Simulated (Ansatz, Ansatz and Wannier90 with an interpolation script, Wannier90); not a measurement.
## Settings in Wannier-interpolated G0W0: K2LiAlF6 (Fm-3m)

Aim: vary the Wannier model and the GW settings for K2LiAlF6 (Fm-3m) and see what the interpolated bands lose.

Program: Wannier90 4.0.3. Level of theory: maximally localised Wannier functions from the overlaps of LDA states (plane waves, PAW). Results are calculated unless marked as measured.

Most raw output is cut from this account.

### 1. Starting point

The structure is cubic, space group Fm-3m (No. 225). The conventional cell has a = 7.842 Å, b = 7.842 Å, c = 7.842 Å, α = 90.00°, β = 90.00°, γ = 90.00°. Nearest to K lie 12 F at 2.78 Å. Li has 6 F at 2.11 Å nearest. Al has 6 F at 1.81 Å nearest. Nearest to F lie 1 Al at 1.81 Å and 1 Li at 2.11 Å and 4 K at 2.78 Å. Farther neighbours and most contacts between anions are not listed.

The cell and positions come from the Crystallography Open Database and are kept as given unless a step says otherwise.

### 2. Wannier model on 8×8×8, by Wannier90

Localised functions give a small Hamiltonian that interpolates between mesh points at no cost.

File w.win:

```
num_iter = 1200
conv_tol = 1.0e-8
conv_window = 5
dis_num_iter = 4000
dis_conv_tol = 1.0e-8
dis_mix_ratio = 0.7
write_hr = true
use_ws_distance = false
num_print_cycles = 50
! ansatz wannier90 interface
! projections by site (counted from 0) and shell: 3 3P, 4 2P, 5 2P, 6 2P, 7 2P, 8 2P, 9 2P, 0 4S, 1 4S, 2 2S
! states of the run's bands (counted from 1): 1-59
num_bands = 59
num_wann  = 24
dis_win_min = -1.61
dis_win_max = 20.39
dis_froz_min = -1.61
dis_froz_max = 11.86
guiding_centres = true

begin unit_cell_cart
Ang
                      0.0                    3.921                    3.921
                    3.921                      0.0                    3.921
                    3.921                    3.921                      0.0
end unit_cell_cart

begin atoms_frac
K                       0.25                     0.25                     0.25
K                       0.75                     0.75                     0.75
Li                       0.5                      0.5                      0.5
Al                       0.0                      0.0                      0.0
F                     0.7689                   0.2311                   0.2311
F                     0.2311                   0.7689                   0.2311
F                     0.2311                   0.7689                   0.7689
F                     0.7689                   0.2311                   0.7689
F                     0.2311                   0.2311                   0.7689
F                     0.7689                   0.7689                   0.2311
end atoms_frac

mp_grid = 8 8 8

[... the mesh's points ...]
```

The run is started by

```
$ OMP_NUM_THREADS=1 mpirun -n 8 wannier90.x w > wannier90.x.log
```

Elapsed: 29 s, on 8 MPI ranks of Arm Neoverse V2, shared host; 3.8 min of CPU time.

This step gave:

```yaml
gauge_invariant_spread: 35.94 Å²
diagonal_spread: 0.03498 Å²
off_diagonal_spread: 4.314 Å²
total_spread: 40.28 Å²
disentanglement_steps: 239
r_m_s_interpolation_error: 0.001974 eV
r_m_s_error_near_the_gap: 0.002283 eV
```

Near the gap the model misses directly solved bands by 2.3 meV r.m.s. and by 45 meV at most in the window tested. This tests the starting bands, not the corrections carried with them.

### 3. Wannier model on 8×8×8, by the program's own minimiser

This step: maximally localised Wannier functions, LDA, plane waves, PAW.

File input.yaml:

```yaml
crystal:
  lattice:
    - [0.0, 3.921, 3.921]
    - [3.921, 0.0, 3.921]
    - [3.921, 3.921, 0.0]
  atoms:
    - { symbol: K, position: [0.25, 0.25, 0.25] }
    - { symbol: K, position: [0.75, 0.75, 0.75] }
    - { symbol: Li, position: [0.5, 0.5, 0.5] }
    - { symbol: Al, position: [0.0, 0.0, 0.0] }
    - { symbol: F, position: [0.7689, 0.2311, 0.2311] }
    - { symbol: F, position: [0.2311, 0.7689, 0.2311] }
    - { symbol: F, position: [0.2311, 0.7689, 0.7689] }
    - { symbol: F, position: [0.7689, 0.2311, 0.7689] }
    - { symbol: F, position: [0.2311, 0.2311, 0.7689] }
    - { symbol: F, position: [0.7689, 0.7689, 0.2311] }
kpoints:
  mp_grid: { grid: [4, 4, 4] }
hamiltonian:
  xc: lda
scf:
  occupations: { method: fixed }
  n_extra_bands: 64
output:
  wannier:
    kmesh: [8, 8, 8]
    projections:
      - { species: Al, l: p, shell: 3 }
      - { species: F, l: p, shell: 2 }
      - { species: K, l: s, shell: 4 }
      - { species: Li, l: s, shell: 2 }
    minimise: true
    write_hr: true
    seedname: w
    conv_tol: 1.0e-06
    max_iter: 20000
    stability_check: false
    disentanglement:
      window: [-1.61, 20.39]
      frozen_window: [-1.61, 11.86]
      conv_tol: 1.0e-08
```

The run is started by

```
$ ansatz run input.yaml --threads 8 --pin off --max-ram 18432MiB --backend cpu --events-out ev --progress --plain --runs-dir out
```

It took 22 s on 8 threads; peak memory 2.6 GiB.

Numbers from this step:

| Item | Value |
| --- | --- |
| gauge-invariant spread | 35.94 Å² |
| diagonal spread | 0.03502 Å² |
| off-diagonal spread | 4.313 Å² |
| total spread | 40.28 Å² |
| least projectability | 0.01596 |
| localisation steps | 93 |
| disentanglement steps | 250 |
| r.m.s. interpolation error | 0.001975 eV |
| r.m.s. error near the gap | 0.002284 eV |

Near the gap the model misses directly solved bands by 2.3 meV r.m.s. and by 45 meV at most in the window tested. This tests the starting bands, not the corrections carried with them.

Frozen up to 9.94 eV; above it the model need not follow the bands. The electronic bands at the labelled points (eV, zero at the valence-band top; v1 is the highest filled band, c1 the lowest empty one):

| point | v4 | v3 | v2 | v1 | c1 | c2 | c3 | c4 |
| --- | --- | --- | --- | --- | --- | --- | --- | --- |
| Γ | -0.44 | 0.00 | 0.00 | 0.00 | 7.54 | 13.53 | 13.96 | 13.96 |
| halfway | -0.56 | -0.26 | -0.26 | -0.01 | 8.51 | 13.03 | 13.66 | 13.79 |
| X | -0.67 | -0.58 | -0.58 | -0.02 | 10.42 | 11.29 | 13.22 | 13.33 |
| halfway | -0.66 | -0.56 | -0.53 | -0.05 | 10.60 | 11.28 | 12.56 | 13.28 |
| U | -0.62 | -0.50 | -0.43 | -0.13 | 11.02 | 11.06 | 11.90 | 13.44 |
| jump to K | -0.62 | -0.50 | -0.43 | -0.13 | 11.02 | 11.06 | 11.90 | 13.44 |
| halfway | -0.48 | -0.21 | -0.21 | -0.11 | 8.59 | 12.76 | 12.86 | 13.83 |
| Γ | -0.44 | 0.00 | 0.00 | 0.00 | 7.54 | 13.53 | 13.96 | 13.96 |
| halfway | -0.48 | -0.15 | -0.15 | -0.09 | 8.27 | 12.50 | 13.73 | 14.21 |
| L | -0.51 | -0.27 | -0.27 | -0.21 | 9.52 | 10.19 | 13.85 | 14.31 |
| halfway | -0.59 | -0.41 | -0.26 | -0.23 | 10.09 | 10.75 | 12.87 | 13.61 |
| W | -0.70 | -0.59 | -0.25 | -0.25 | 11.40 | 11.53 | 11.53 | 12.61 |
| halfway | -0.68 | -0.58 | -0.46 | -0.08 | 10.73 | 11.33 | 12.44 | 12.88 |
| X | -0.67 | -0.58 | -0.58 | -0.02 | 10.42 | 11.29 | 13.22 | 13.33 |

The same for Kohn-Sham, solved directly:

| point | v4 | v3 | v2 | v1 | c1 | c2 | c3 | c4 |
| --- | --- | --- | --- | --- | --- | --- | --- | --- |
| Γ | -0.44 | 0.00 | 0.00 | 0.00 | 7.54 | 10.01 | 10.01 | 10.26 |
| X | -0.67 | -0.58 | -0.58 | -0.02 | 10.10 | 10.76 | 11.07 | 11.13 |
| U | -0.62 | -0.50 | -0.43 | -0.13 | 10.42 | 10.60 | 10.86 | 11.36 |
| K | -0.62 | -0.50 | -0.43 | -0.13 | 10.42 | 10.60 | 10.86 | 11.36 |
| Γ | -0.44 | 0.00 | 0.00 | 0.00 | 7.54 | 10.01 | 10.01 | 10.26 |
| L | -0.51 | -0.27 | -0.27 | -0.21 | 9.52 | 9.96 | 11.13 | 11.13 |
| W | -0.70 | -0.59 | -0.25 | -0.25 | 10.74 | 10.74 | 10.91 | 10.98 |
| X | -0.67 | -0.58 | -0.58 | -0.02 | 10.10 | 10.76 | 11.07 | 11.13 |

### 4. Wannier model on 4×4×4, by Wannier90

This step: maximally localised Wannier functions from the overlaps of LDA states (plane waves, PAW).

Edit w.win of step 2 so:

```diff
@@ -40,3 +40,3 @@
 
-mp_grid = 8 8 8
+mp_grid = 4 4 4
```

The run is started by

```
$ OMP_NUM_THREADS=1 mpirun -n 8 wannier90.x w > wannier90.x.log
```

Run time: 2.5 s. Hardware: 8 MPI ranks; 19 s of CPU time.

This step gave:

```
gauge-invariant spread     : 32.86 Å²
diagonal spread            : 0.03665 Å²
off-diagonal spread        : 4.314 Å²
total spread               : 37.21 Å²
disentanglement steps      : 56
r.m.s. interpolation error : 0.009403 eV
r.m.s. error near the gap  : 0.01081 eV
```

Near the gap the model misses directly solved bands by 10.8 meV r.m.s. and by 125 meV at most in the window tested. This tests the starting bands, not the corrections carried with them.

Frozen up to 9.94 eV; above it the model need not follow the bands. Electronic bands along the path, in eV, zero at the valence-band top; v1 is the highest filled band, c1 the lowest empty one:

| point | v4 | v3 | v2 | v1 | c1 | c2 | c3 | c4 |
| --- | --- | --- | --- | --- | --- | --- | --- | --- |
| Γ | -0.44 | 0.00 | 0.00 | 0.00 | 7.54 | 13.53 | 14.11 | 14.11 |
| halfway | -0.56 | -0.26 | -0.26 | -0.01 | 8.51 | 13.10 | 13.70 | 13.90 |
| X | -0.67 | -0.58 | -0.58 | -0.02 | 10.45 | 11.26 | 13.35 | 13.37 |
| halfway | -0.66 | -0.56 | -0.54 | -0.05 | 10.57 | 11.30 | 12.64 | 13.40 |
| U | -0.63 | -0.50 | -0.43 | -0.13 | 10.92 | 11.14 | 11.90 | 13.52 |
| jump to K | -0.63 | -0.50 | -0.43 | -0.13 | 10.92 | 11.14 | 11.90 | 13.52 |
| halfway | -0.48 | -0.21 | -0.21 | -0.11 | 8.59 | 12.85 | 12.89 | 13.84 |
| Γ | -0.44 | 0.00 | 0.00 | 0.00 | 7.54 | 13.53 | 14.11 | 14.11 |
| halfway | -0.48 | -0.15 | -0.15 | -0.09 | 8.27 | 12.57 | 13.73 | 14.27 |
| L | -0.51 | -0.27 | -0.27 | -0.21 | 9.52 | 10.22 | 13.89 | 14.34 |
| halfway | -0.59 | -0.41 | -0.26 | -0.23 | 10.14 | 10.72 | 12.88 | 13.62 |
| W | -0.70 | -0.59 | -0.25 | -0.25 | 11.45 | 11.48 | 11.48 | 12.58 |
| halfway | -0.68 | -0.58 | -0.46 | -0.08 | 10.70 | 11.35 | 12.52 | 12.92 |
| X | -0.67 | -0.58 | -0.58 | -0.02 | 10.45 | 11.26 | 13.35 | 13.37 |

The same for Kohn-Sham, solved directly:

(Unchanged from step 3.)

### 5. A faulty Wannier input

This step: maximally localised Wannier functions, LDA, plane waves, PAW.

Edit input.yaml of step 3 so:

```diff
@@ -25,3 +25,3 @@
   wannier:
-    kmesh: [8, 8, 8]
+    kmesh: [4, 4, 4]
     projections:
@@ -35,3 +35,3 @@
     conv_tol: 1.0e-06
-    max_iter: 20000
+    max_iter: 3
     stability_check: false
```

The run is started by

```
$ ansatz run input.yaml --threads 8 --pin off --max-ram 18432MiB --backend cpu --events-out ev --progress --plain --runs-dir out
```

Run time: 0.07 s. Hardware: 8 threads; peak memory 0.083 GiB.

The input was rejected at the start.

The program's message: “Error: invalid value for `output.wannier.max_iter`: must be ≥ 5; got 3”

The fault put into this input: too few iterations.

### 6. G0W0: 4×4×4 mesh, 453 empty bands, screening to 140 eV

Now the one-shot GW correction: screening in the RPA, then the self-energy of the levels asked for.

This step: G0W0 on LDA, plane waves, PAW.

input.yaml, the sections that differ from step 5:

```yaml
scf:
  occupations: { method: fixed }
gw:
  n_empty_bands: 453
  ecut_chi: 140.0
  qp_bands: [v17, c2]
  screening: { model: contour_deformation }
# crystal, kpoints, hamiltonian: as in step 5
# output: removed
```

Wall time 2.6 min (8 threads); peak memory 3.1 GiB.

The G0W0 gap on the mesh is 11.812 eV.

### 7. G0W0: 2×2×2 mesh, 453 empty bands, screening to 140 eV

Edit input.yaml of step 6 so:

```diff
@@ -17,3 +17,3 @@
 kpoints:
-  mp_grid: { grid: [4, 4, 4] }
+  mp_grid: { grid: [2, 2, 2] }
 hamiltonian:
```

Elapsed: 17 s, on 8 threads; peak memory 1.4 GiB.

The G0W0 gap on the mesh is 11.837 eV.

### 8. G0W0: 4×4×4 mesh, 210 empty bands, screening to 84 eV

Edit input.yaml of step 7 so:

```diff
@@ -17,3 +17,3 @@
 kpoints:
-  mp_grid: { grid: [2, 2, 2] }
+  mp_grid: { grid: [4, 4, 4] }
 hamiltonian:
@@ -23,4 +23,4 @@
 gw:
-  n_empty_bands: 453
-  ecut_chi: 140.0
+  n_empty_bands: 210
+  ecut_chi: 84
   qp_bands: [v17, c2]
```

The job ended after 36 s (8 threads; peak memory 1.3 GiB).

The G0W0 gap on the mesh is 11.736 eV.

### 9. G0W0: 4×4×4 mesh, 453 empty bands, screening to 140 eV, plasmon pole

Edit input.yaml of step 8 so:

```diff
@@ -23,5 +23,5 @@
 gw:
-  n_empty_bands: 210
-  ecut_chi: 84
+  n_empty_bands: 453
+  ecut_chi: 140.0
   qp_bands: [v17, c2]
-  screening: { model: contour_deformation }
+  screening: { model: godby_needs }
```

Elapsed: 4.3 min, on 8 threads; peak memory 3.1 GiB; 33 min of CPU time.

The G0W0 gap on the mesh is 11.799 eV.

### 10. Interpolated results

Times are wall times on 8 threads of Arm Neoverse V2, shared host, good to a factor of about two.

| GW mesh | empty bands | cutoff (eV) | frequency | gap on mesh (eV) | gap over zone (eV) | direct gap (eV) | valence width (eV) | GW time |
| --- | --- | --- | --- | --- | --- | --- | --- | --- |
| 4×4×4 | 453 | 140 | contour deformation | 11.812 | 11.812 | 11.812 | 3.689 | 2.6 min |
| 2×2×2 | 453 | 140 | contour deformation | 11.837 | 11.842 | 11.842 | 3.680 | 17 s |
| 4×4×4 | 210 | 84 | contour deformation | 11.736 | 11.736 | 11.736 | 3.689 | 36 s |
| 4×4×4 | 453 | 140 | plasmon pole | 11.799 | 11.799 | 11.799 | 3.750 | 4.3 min |

### 11. Outcome

| Item | Value |
| --- | --- |
| 4×4×4 mesh, 453 empty bands, screening to 140 eV | 11.81 eV |
| 2×2×2 mesh, 453 empty bands, screening to 140 eV | 11.84 eV |
| 4×4×4 mesh, 210 empty bands, screening to 84 eV | 11.74 eV |
| 4×4×4 mesh, 453 empty bands, screening to 140 eV, plasmon pole | 11.80 eV |

**Reading.** The largest change, −0.08 eV in the gap over the zone, comes with 4×4×4 mesh, 210 empty bands, screening to 84 eV. The first run is a reference, not a converged one, and where a row moves several settings no single cause can be named. Rows on another GW mesh add that mesh's corrections to the bands of the one model. The program's own minimiser ends at the same spread as the first model, 40.3 Å², from the same trial orbitals; this need not be the lowest minimum. Coarser Wannier mesh (4×4×4): the miss near the gap goes from 2 (the model on 8×8×8) to 11 meV and the total spread from 40.3 to 37.2 Å². With 2×2×2 mesh, 453 empty bands, screening to 140 eV the gap over the zone moves by +0.03 eV and that on the mesh by +0.02 eV. With 4×4×4 mesh, 210 empty bands, screening to 84 eV the gap over the zone moves by −0.08 eV and that on the mesh by −0.08 eV. With 4×4×4 mesh, 453 empty bands, screening to 140 eV, plasmon pole the gap over the zone moves by −0.01 eV and that on the mesh by −0.01 eV. Gaps over the zone and on the mesh differ where an edge lies off the mesh, or where a GW run starts from another density: the starting gap over the zone is 7.536 eV, on the GW meshes it is 7.536 eV and 7.531 eV.

[Paths, hosts, dates, memory and timing lines, banners, echoed tables and standing remarks are left out of the program output.]

[Logs are printed without paths, hosts, clocks, repeated set-up lines and the standing remarks that a program may print on its own settings, such as how far it seeks lower states.]

[Runs of the session that timed out or met a known fault of the program may be left out.]

[Hosts, paths, dates, database ids (printed as entryN), source tags and the programs' standing remarks are cut or masked in the printed files.]
